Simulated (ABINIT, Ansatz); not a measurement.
```cif
data_scho2
_symmetry_space_group_name_H-M 'P6_3/mmc'
_symmetry_Int_Tables_number 194
_cell_length_a 3.2335
_cell_length_b 3.2335
_cell_length_c 9.0621
_cell_angle_alpha 90.000
_cell_angle_beta 90.000
_cell_angle_gamma 120.000
_cell_volume 82.06
loop_
_atom_site_label
_atom_site_type_symbol
_atom_site_symmetry_multiplicity
_atom_site_Wyckoff_symbol
_atom_site_fract_x
_atom_site_fract_y
_atom_site_fract_z
_atom_site_occupancy
Sc1 Sc 2 a 0.00000 0.00000 0.50000 1
H1 H 2 c 0.66667 0.33333 0.75000 1
O1 O 4 f 0.66667 0.33333 0.61559 1
_calc_subject 'ScHO2 (P6_3/mmc): G0W0 with ABINIT, start to end'
_calc_method 'RPA screening on PBEsol, plane waves, norm-conserving pseudopotentials (and 2 further levels or steps)'
_calc_program 'ABINIT 10.8.3'
_calc_settings 'cutoff 36 Ha, PseudoDojo scalar-relativistic 0.4.1 standard, norm-conserving, ngkpt (3, 3, 1), nband 157, ecuteps 6.5 Ha, inclvkb 2, shiftk (0, 0, 0), symchi 1, awtr 1, frequency ppm, 3×3×1 k-mesh'
_calc_cost '5 runs, 3.7 min in all on 4 MPI ranks of Arm Neoverse V1, shared host'
_calc_notes 'The program’s warnings: nproc spkpt=  >= nkpt= * nsppol=. The cell and positions are those that the Materials Project relaxed with its own functionals (PBE, PBE+U or r2SCAN), kept fixed. Local fields lower the RPA ε∞ on this mesh from 4.45 to 4.11; a Γ-centred mesh this coarse tends to raise both, most where the direct gap is narrow, while a short band sum lowers them. The 3×3×1 mesh is coarse for this cell, which bears on the long-range parts of exchange and screening.'
_calc_pbesol_gap '3.69 eV, indirect'
_calc_g0w0_gap_on_the_mesh '6.61 eV'
_calc_g0w0_gap_over_the_zone_rigid_shift '6.27 eV'
_calc_gw_settings '3×3×1 mesh, 157 bands, screening to 176.9 eV, Godby-Needs plasmon pole'
_calc_known_limits 'short of the basis limit; coarse k mesh'
```

[Long decimals in the printed logs are rounded to 6 places.]

[Logs are printed without paths, hosts, clocks, repeated set-up lines and the standing remarks that a program may print on its own settings, such as how far it seeks lower states.]

[Paths, hosts, dates, memory and timing lines, banners, echoed tables and standing remarks are left out of the program output; an Ansatz launch command may be rebuilt from the run's recorded settings. Measured values are a selection of at most five: reports struck by readers or far from the other reports are left out. None is set beside runs whose start may be inverted or whose files or cutoffs have a known fault.]

[Runs of the session that timed out or met a known fault of the program may be left out.]

[Hosts, paths, dates, database ids (printed as entryN), source tags and the programs' standing remarks are cut or masked in the printed files.]

[G0W0 gaps are taken among the corrected bands and points alone; a level outside them can change the order at an edge.]

[Where Ansatz stands beside ABINIT at settings called matched, ABINIT's density can come from a denser mesh and the files from another edition; pairs whose starting gaps differed by over 0.03 eV were left out, so agreement reads better than it is.]
